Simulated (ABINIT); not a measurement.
Planning a run of ABINIT 10.8.3 on AlGa3N4 (P-43m). The input:

```
acell 3*1.0 Angstrom
rprim 
  4.471685360000 0.000000000000 0.000000000000
  0.000000000000 4.471685360000 0.000000000000
  0.000000000000 0.000000000000 4.471685360000
ntypat 3
znucl 13 31 7
natom 8
typat 1 2 2 2 3 3 3 3
xred 
  0.000000000000 0.000000000000 0.000000000000
  0.500000000000 0.500000000000 0.000000000000
  0.500000000000 0.000000000000 0.500000000000
  0.000000000000 0.500000000000 0.500000000000
  0.755714420000 0.755714420000 0.244285580000
  0.755714420000 0.244285580000 0.755714420000
  0.244285580000 0.755714420000 0.755714420000
  0.244285580000 0.244285580000 0.244285580000
pp_dirpath "pseudos"
pseudos "Al.upf, Ga.upf, N.upf"
ecut 36
ngkpt 2 2 2
nshiftk 1
shiftk 0 0 0
kptopt 1
chksymbreak 0
istwfk *1
occopt 1
irdwfk 1
optdriver 3
nband 297
ecuteps 5.3
inclvkb 2
awtr 1
symchi 1
gwcalctyp 1
nfreqre 0
nfreqim 8
gwrpacorr 1
indata_prefix "in"
outdata_prefix "out"
tmpdata_prefix "tmp"
```

```sh
OMP_NUM_THREADS=1 mpirun -n 4 abinit run.abi > log
```

Q: Estimate wall time and host memory on 4 MPI ranks of Intel Xeon Platinum 8559C (Emerald Rapids), shared host.

It took 65 s; on shared hardware allow 32 s to 2.2 min. Peak host memory was 1.5 GiB.

[Paths, hosts, dates, memory and timing lines, banners, echoed tables and standing remarks are left out of the program output.]

[Logs are printed without paths, hosts, clocks, repeated set-up lines and the standing remarks that a program may print on its own settings, such as how far it seeks lower states.]

[Runs of the session that timed out or met a known fault of the program may be left out.]

[Hosts, paths, dates, database ids (printed as entryN), source tags and the programs' standing remarks are cut or masked in the printed files.]

[G0W0 gaps are taken among the corrected bands and points alone; a level outside them can change the order at an edge.]

[Where Ansatz stands beside ABINIT at settings called matched, ABINIT's density can come from a denser mesh and the files from another edition; pairs whose starting gaps differed by over 0.03 eV were left out, so agreement reads better than it is.]
